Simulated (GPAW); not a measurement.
**Sr2SeS (R-3m): G0W0 on several meshes in GPAW**

Aim: the GW shift of Sr2SeS (R-3m) against the k mesh.

Method: LDA and many-body steps on it, plane waves, in GPAW 26.7.0.

## Step 1: The structure

Symmetry: R-3m, No. 166, trigonal system. The conventional cell has a = 4.356 Å, b = 4.356 Å, c = 21.367 Å, α = 90.00°, β = 90.00°, γ = 120.00°. Sr has 3 S at 3.05 Å and 3 Se at 3.12 Å nearest. Se has 6 Sr at 3.12 Å nearest. S has 6 Sr at 3.05 Å nearest. Farther neighbours and most contacts between anions are not listed.

Coordinates:

```xyz
4
Lattice="2.1782 1.2576 7.1222 -2.1782 1.2576 7.1222 0.0000 -2.5151 7.1222" Properties=species:S:1:pos:R:3 pbc="T T T"
Sr    0.0000    0.0000    5.2815
Sr    0.0000    0.0000   16.0851
Se    0.0000    0.0000    0.0000
S     0.0000    0.0000   10.6833
```

The cell and positions are those that the Materials Project relaxed with its own functionals (PBE, PBE+U or r2SCAN), kept fixed.

## Step 2: Empty states on the mesh, 4×4×4 mesh, 200 bands

This step: GPAW 26.7.0; DFT, LDA, plane waves, PAW.

The sums over transitions need many empty states on a uniform mesh; this step solves for them.

The input, run.py:

```python
import json
import numpy as np
from gpaw.mpi import world
from gpaw import GPAW

calc = GPAW('gs.gpw').fixed_density(kpts={'size': (4, 4, 4), 'gamma': True},
    parallel={'domain': 1, 'band': 1},
    txt='nscf.txt')
calc.diagonalize_full_hamiltonian(nbands=200)
calc.write('full.gpw', mode='all')
res = {}
kpts = calc.get_ibz_k_points()
res['kpts'] = kpts
res['eigenvalues'] = [calc.get_eigenvalues(kpt=k) for k in range(len(kpts))]
res['n_electrons'] = calc.get_number_of_electrons()

if world.rank == 0:
    with open('result.json', 'w') as f:
        json.dump(res, f, default=lambda x: x.tolist())
```

Started as:

```bash
> mpirun -n 4 gpaw python run.py
```

Numbers of over 12 decimals in the logs are rounded to 6 here.

Output:

```text
Diagonalizing LCAO Hamiltonian
Converting LCAO to pw mode
convergence criteria:
- Maximum integral of absolute [eigenst]ate change: 4e-08 eV^2 / valence electron
maximum number of iterations: 100

SCF iterations
|iter     |     time |      energy | eigst |  dens |
|iter:   1|  |             | +1.45 |       |
|iter:   2|  |             | +0.25 |       |
|iter:   3|  |             | -0.19 |       |
[...]
|iter:  48|  |             | -5.75 |       |
|iter:  49|  |             | -5.87 |       |
[... further lines of this kind ...]
|iter:  87|  |             | -7.41c|       |
SCF steps: 87
  __  _  _
 | _ |_)|_||  |
 |__||  | ||/\| - 26.7.0

Input parameters:
  mode=PW(ecut=450.000000),
  convergence={'density': 1e-06, 'bands': -3},
  gpts=array([40, 40, 40]),
  kpts=MonkhorstPack(size=(4, 4, 4), gamma=True),
  maxiter=100,
  nbands=24,
  occupations=Occupations(name='fermi-dirac', width=0.001, fixmagmom=False),
  parallel={'domain': 1, 'band': 1},
  xc=XC(name='LDA')
Matrix size: 2550x2550
# Writing to full.gpw (mode='all')
  [... matrices ...]

timing:  # [seconds]
  Total: 60.825  # ━━━━━━━━━━━━━━━━━━━━━━━━━━━━━━━━━━━━━━━━━━━━━━━━━━━━━━━━━━
```

Wall time 1.7 min (4 MPI ranks of Arm Neoverse V2, shared host); peak memory 2.9 GiB.

This step gave:

* gap: 2.139 eV
* k of the valence top: 0, 0, 0
* k of the conduction bottom: 0.5, 0.5, 0
* least direct gap: 2.660 eV
* k points computed: 13
* lowest point of the top converged band, above the valence top: 70.1692 eV

On this mesh the gap is 2.139 eV.

## Step 3: 4×4×4

G0W0 replaces the xc potential by the self-energy, built once from these orbitals. Only a window of levels is corrected, while the sums run over the empty bands that the input names.

This step: G0W0 on LDA, plane waves, PAW.

The input, run.py:

```python
import json
import numpy as np
from gpaw.mpi import world
from gpaw.response.g0w0 import G0W0

gw = G0W0('full.gpw',
    filename='gw',
    kpts=[0, 10],
    bands=(14, 18),
    ecut=48,
    nbands=88,
    integrate_gamma='WS',
    ppa=True)
gw.calculate()
res = {mode: {k: v for k, v in r.items() if k != 'sigma_eskwn'}
       for mode, r in gw.all_results.items()}

if world.rank == 0:
    with open('result.json', 'w') as f:
        json.dump(res, f, default=lambda x: x.tolist())
```

Started as:

```bash
> mpirun -n 4 gpaw python run.py
```

Output:

```text
Using integrator: PointIntegrator
FrequencyGridDescriptor(from 0.000+0.000j to 0.000+27.211j eV, 2 points)
Nonperiodic BCs:  [False False False]
Using integrator: PointIntegrator
FrequencyGridDescriptor(from 0.000+0.000j to 0.000+27.211j eV, 2 points)
Nonperiodic BCs:  [False False False]
  ___  _ _ _
 |   || | | |
 | | || | | |
 |__ ||_____|
 |___|

BZ k-points: Symmetries present (total): 12

  [... matrices ...]
64 k-points: 4 x 4 x 4 Monkhorst-Pack grid + [1/8,1/8,1/8]
13 k-points in the irreducible part of the Brillouin zone
       k-points in crystal coordinates                weights
   0:     0.00000000    0.00000000    0.00000000          1/64
   1:     0.25000000    0.00000000   -0.25000000          6/64
   2:     0.25000000    0.00000000    0.00000000          6/64
   3:     0.25000000    0.25000000   -0.25000000          6/64
   4:     0.25000000    0.25000000    0.00000000          6/64
   5:     0.25000000    0.25000000    0.25000000          2/64
   6:     0.50000000    0.00000000    0.00000000          3/64
   7:     0.50000000    0.25000000   -0.25000000          6/64
   8:     0.50000000    0.25000000    0.00000000         12/64
   9:     0.50000000    0.25000000    0.25000000          6/64
          ...
  12:     0.50000000    0.50000000    0.50000000          1/64

Distributing spins, k-points and bands (1 x 2 x 4) over 4 processes
Number of blocks: 1

Quasi particle states:
k-points (IBZ indices): [0, 10]
Band range: (14, 18)
  [... matrices ...]
Computational parameters:
Plane wave cut-off: 48 eV
Number of bands: 88
Coulomb cutoff: None
Broadening: 0.1 eV

fxc modes: GW
Kernel: RPA
Using Godby-Needs plasmon-pole approximation:
  Fitting energy: i*E0, E0 = 1.000 Hartree
Summing all q:

Calculating screened Coulomb potential
No Coulomb truncation
FrequencyGridDescriptor(from 0.000+0.000j to 0.000+27.211j eV, 2 points)
Removing empty qpoint cache files...

Calculating chi0 body with:
    Ground state adapter containing:
    Number of spins: 1
    Number of kpoints: 64
    Number of irreducible kpoints: 13
    Number of completely occupied states: 16
    Number of partially occupied states: 16
    Occupied states memory: 15.625 M / cpu

    Linear response parametrization:
    q_c: [0.0, 0.0, 0.0]
    Number of frequency points: 2
    Planewave cutoff: 48.0
    Number of bands: 88
    Number of planewaves: 99
    Broadening (eta): 1e-06
    comm.size: 4
    kncomm.size: 4
    blockcomm.size: 1

    Memory estimate of potentially large arrays:
        chi0_wGG: 0.299103 M / cpu
Integrating chi0 body.

Symmetries of q_c:
    Direct symmetries (Uq -> q): 12
    Indirect symmetries (TUq -> q): 0
In total 12 allowed symmetries.

  [... matrices ...]
13 groups of equivalent kpoints. 79.6875% reduction.

Integral kind: response function
Integrating chi0 head and wings.

Symmetries of q_c:
    Direct symmetries (Uq -> q): 12
    Indirect symmetries (TUq -> q): 0
In total 12 allowed symmetries.

  [... matrices ...]
13 groups of equivalent kpoints. 79.6875% reduction.

Integral kind: response function wings

Calculating chi0 body with:
    Ground state adapter containing:
    Number of spins: 1
    Number of kpoints: 64
    Number of irreducible kpoints: 13
    Number of completely occupied states: 16
    Number of partially occupied states: 16
    Occupied states memory: 15.625 M / cpu

    Linear response parametrization:
[... the further q-points ...]

Results:
f:      Occupation numbers
eps:     KS-eigenvalues [eV]
vxc:     KS vxc [eV]
exx:     Exact exchange [eV]
sigma:   Self-energies [eV]
dsigma:  Self-energy derivatives
Z:       Renormalization factors
qp:      QP-energies [eV]

k-point 0 (0): (0.000, 0.000, 0.000)                GW
band       f     eps     vxc     exx   sigma  dsigma       Z      qp
                                                                   GW
  14   1.000   3.809 -14.862 -17.373   2.179  -0.245   0.803   3.542
  15   1.000   3.809 -14.862 -17.373   2.179  -0.245   0.803   3.542
  16   0.000   6.697 -10.924  -6.476  -3.324  -0.202   0.832   7.631
  17   0.000   7.813 -10.865  -5.642  -3.584  -0.210   0.826   9.167

k-point 1 (10): (0.500, 0.500, 0.000)                GW
band       f     eps     vxc     exx   sigma  dsigma       Z      qp
                                                                   GW
  14   1.000   3.217 -14.467 -17.268   2.317  -0.250   0.800   2.830
  15   1.000   3.287 -14.394 -17.143   2.287  -0.247   0.802   2.918
  16   0.000   5.948  -9.471  -5.055  -3.228  -0.203   0.831   6.935
  17   0.000   8.539  -9.395  -4.983  -3.412  -0.195   0.837   9.376
```

Wall time 2.3 min (4 MPI ranks); peak memory 2.5 GiB; 9.1 min of CPU time.

Numbers from this step:

* G0W0 gap on the points computed: 3.392 eV
* least direct G0W0 gap on the computed points: 4.017 eV
* Z at the valence top: 0.8032
* Z at the conduction bottom: 0.8310
* starting gap on the mesh: 2.139 eV
* k of the valence top: 0, 0, 0
* k of the conduction bottom: 0.5, 0.5, 0

The gap on the mesh goes from 2.14 eV to 3.39 eV, a correction of +1.25 eV.

## Step 4: Empty states on the mesh, 2×2×2 mesh, 98 bands

This step: DFT, LDA, plane waves, PAW.

The input, run.py:

```python
import json
import numpy as np
from gpaw.mpi import world
from gpaw import GPAW

calc = GPAW('gs.gpw').fixed_density(kpts={'size': (2, 2, 2), 'gamma': True},
    nbands=114,
    convergence={'bands': 98},
    txt='nscf.txt')
calc.write('full.gpw', mode='all')
res = {}
kpts = calc.get_ibz_k_points()
res['kpts'] = kpts
res['eigenvalues'] = [calc.get_eigenvalues(kpt=k) for k in range(len(kpts))]
res['n_electrons'] = calc.get_number_of_electrons()

if world.rank == 0:
    with open('result.json', 'w') as f:
        json.dump(res, f, default=lambda x: x.tolist())
```

Started as:

```bash
> mpirun -n 4 gpaw python run.py
```

Output:

```text
Diagonalizing LCAO Hamiltonian
Converting LCAO to pw mode
convergence criteria:
- Maximum integral of absolute [eigenst]ate change: 4e-08 eV^2 / valence electron
maximum number of iterations: 100

SCF iterations
|iter     |     time |      energy | eigst |  dens |
|iter:   1|  |             | +3.85 |       |
|iter:   2|  |             | +2.58 |       |
|iter:   3|  |             | +1.42 |       |
[...]
|iter:  12|  |             | -6.69 |       |
|iter:  13|  |             | -7.03 |       |
|iter:  14|  |             | -7.61c|       |
SCF steps: 14
  __  _  _
 | _ |_)|_||  |
 |__||  | ||/\| - 26.7.0

Input parameters:
  mode=PW(ecut=450.000000),
  convergence={'bands': 98},
  gpts=array([40, 40, 40]),
  kpts=MonkhorstPack(size=(2, 2, 2), gamma=True),
  maxiter=100,
  nbands=114,
  occupations=Occupations(name='fermi-dirac', width=0.001, fixmagmom=False),
  parallel={},
  xc=XC(name='LDA')
# Writing to full.gpw (mode='all')
  [... matrices ...]

timing:  # [seconds]
  Total: 0.048  # ━━━━━━━━━━━━━━━━━━━━━━━━━━━━━━━━━━━━━━━━━━━━━━━━━━━━━━━━━━━
```

It took 16 s on 4 MPI ranks; peak memory 1 GiB; 63 s of CPU time.

This step gave:

| Item | Value |
| --- | --- |
| gap | 2.139 eV |
| k of the valence top | 0, 0, 0 |
| k of the conduction bottom | 0.5, 0.5, 0 |
| least direct gap | 2.660 eV |
| k points computed | 4 |
| lowest point of the top converged band, above the valence top | 38.02 eV |

On this mesh the gap is 2.139 eV.

## Step 5: 2×2×2

This step: G0W0 on LDA, plane waves, PAW.

The input, run.py:

```python
import json
import numpy as np
from gpaw.mpi import world
from gpaw.response.g0w0 import G0W0

gw = G0W0('full.gpw',
    filename='gw',
    kpts=[0, 2],
    bands=(14, 18),
    ecut=48,
    nbands=88,
    integrate_gamma='WS',
    ppa=True)
gw.calculate()
res = {mode: {k: v for k, v in r.items() if k != 'sigma_eskwn'}
       for mode, r in gw.all_results.items()}

if world.rank == 0:
    with open('result.json', 'w') as f:
        json.dump(res, f, default=lambda x: x.tolist())
```

Started as:

```bash
> mpirun -n 4 gpaw python run.py
```

Output:

```text
Using integrator: PointIntegrator
FrequencyGridDescriptor(from 0.000+0.000j to 0.000+27.211j eV, 2 points)
Nonperiodic BCs:  [False False False]
Using integrator: PointIntegrator
FrequencyGridDescriptor(from 0.000+0.000j to 0.000+27.211j eV, 2 points)
Nonperiodic BCs:  [False False False]
  ___  _ _ _
 |   || | | |
 | | || | | |
 |__ ||_____|
 |___|

BZ k-points: Symmetries present (total): 12

  [... matrices ...]
8 k-points: 2 x 2 x 2 Monkhorst-Pack grid + [1/4,1/4,1/4]
4 k-points in the irreducible part of the Brillouin zone
       k-points in crystal coordinates                weights
   0:     0.00000000    0.00000000    0.00000000          1/8
   1:     0.50000000    0.00000000    0.00000000          3/8
   2:     0.50000000    0.50000000    0.00000000          3/8
   3:     0.50000000    0.50000000    0.50000000          1/8

Distributing spins, k-points and bands (1 x 2 x 4) over 4 processes
Number of blocks: 1

Quasi particle states:
k-points (IBZ indices): [0, 2]
Band range: (14, 18)
  [... matrices ...]
Computational parameters:
Plane wave cut-off: 48 eV
Number of bands: 88
Coulomb cutoff: None
Broadening: 0.1 eV

fxc modes: GW
Kernel: RPA
Using Godby-Needs plasmon-pole approximation:
  Fitting energy: i*E0, E0 = 1.000 Hartree
Summing all q:

Calculating screened Coulomb potential
No Coulomb truncation
FrequencyGridDescriptor(from 0.000+0.000j to 0.000+27.211j eV, 2 points)
Removing empty qpoint cache files...

Calculating chi0 body with:
    Ground state adapter containing:
    Number of spins: 1
    Number of kpoints: 8
    Number of irreducible kpoints: 4
    Number of completely occupied states: 16
    Number of partially occupied states: 16
    Occupied states memory: 15.625 M / cpu

    Linear response parametrization:
    q_c: [0.0, 0.0, 0.0]
    Number of frequency points: 2
    Planewave cutoff: 48.0
    Number of bands: 88
    Number of planewaves: 99
    Broadening (eta): 1e-06
    comm.size: 4
    kncomm.size: 4
    blockcomm.size: 1

    Memory estimate of potentially large arrays:
        chi0_wGG: 0.299103 M / cpu
Integrating chi0 body.

Symmetries of q_c:
    Direct symmetries (Uq -> q): 12
    Indirect symmetries (TUq -> q): 0
In total 12 allowed symmetries.

  [... matrices ...]
4 groups of equivalent kpoints. 50.0% reduction.

Integral kind: response function
Integrating chi0 head and wings.

Symmetries of q_c:
    Direct symmetries (Uq -> q): 12
    Indirect symmetries (TUq -> q): 0
In total 12 allowed symmetries.

  [... matrices ...]
4 groups of equivalent kpoints. 50.0% reduction.

Integral kind: response function wings

Calculating chi0 body with:
    Ground state adapter containing:
    Number of spins: 1
    Number of kpoints: 8
    Number of irreducible kpoints: 4
    Number of completely occupied states: 16
    Number of partially occupied states: 16
    Occupied states memory: 15.625 M / cpu

    Linear response parametrization:
    q_c: [0.5, 0.0, 0.0]
[... the further q-points ...]

Results:
f:      Occupation numbers
eps:     KS-eigenvalues [eV]
vxc:     KS vxc [eV]
exx:     Exact exchange [eV]
sigma:   Self-energies [eV]
dsigma:  Self-energy derivatives
Z:       Renormalization factors
qp:      QP-energies [eV]

k-point 0 (0): (0.000, 0.000, 0.000)                GW
band       f     eps     vxc     exx   sigma  dsigma       Z      qp
                                                                   GW
  14   1.000   3.809 -14.862 -17.736   2.494  -0.248   0.802   3.505
  15   1.000   3.809 -14.862 -17.736   2.494  -0.248   0.802   3.505
  16   0.000   6.697 -10.924  -6.214  -3.587  -0.209   0.827   7.626
[...]
k-point 1 (2): (0.500, 0.500, 0.000)                GW
band       f     eps     vxc     exx   sigma  dsigma       Z      qp
                                                                   GW
[...]
16   0.000   5.948  -9.471  -4.855  -3.450  -0.210   0.826   6.911
  17   0.000   8.539  -9.395  -4.845  -3.557  -0.186   0.843   9.377
```

Run time: 13 s. Hardware: 4 MPI ranks; peak memory 1.6 GiB; 51 s of CPU time.

Numbers from this step:

```yaml
g0w0_gap_on_the_points_computed: 3.406 eV
least_direct_g0w0_gap_on_the_computed_points: 4.011 eV
z_at_the_valence_top: 0.8015
z_at_the_conduction_bottom: 0.8263
starting_gap_on_the_mesh: 2.139 eV
k_of_the_valence_top: 0, 0, 0
k_of_the_conduction_bottom: 0.5, 0.5, 0
```

Against G0W0 in GPAW (4×4×4 mesh, 88 bands, screening to 48 eV, Godby-Needs plasmon pole), the gap moves by +0.014 eV.

## Step 6: The runs together

Times are wall times on 4 MPI ranks of Arm Neoverse V2, shared host, good to a factor of about two.

| run | mesh | bands | screening cutoff (eV) | DFT gap (eV) | gap on the mesh (eV) | direct (eV) | time |
| --- | --- | --- | --- | --- | --- | --- | --- |
| 4×4×4 | 4×4×4 | 88 | 48 | 2.139 | 3.392 | 4.017 | 2.3 min |
| 2×2×2 | 2×2×2 | 88 | 48 | 2.139 | 3.406 | 4.011 | 13 s |

## Step 7: What came out

```json
{
 "4×4×4": "3.392 eV",
 "2×2×2": "3.406 eV",
 "known limits": "not at the basis limit; no spin-orbit coupling; coarse k mesh"
}
```

In words: 2×2×2: +0.014 eV against 4×4×4. Bands and cutoff are finite, so the gap is not at the basis limit. The miss can reach some tenths of an eV and take either sign; the mesh is an error of its own. These stock PAW sets were not made for GW; the filled d or f shell of Se lies in the frozen core, which bears on start and correction. In the G0W0 runs levels were corrected at 2 k points alone, so a gap called «on the mesh» is the least over those, and an edge elsewhere would be missed. The many-body steps are scalar-relativistic: spin-orbit coupling is not in them.

[Paths, hosts, dates, memory and timing lines, banners, echoed tables and standing remarks are left out of the program output.]

[Logs are printed without paths, hosts, clocks, repeated set-up lines and the standing remarks that a program may print on its own settings, such as how far it seeks lower states.]

[Runs of the session that timed out or met a known fault of the program may be left out.]

[Hosts, paths, dates, database ids (printed as entryN), source tags and the programs' standing remarks are cut or masked in the printed files.]
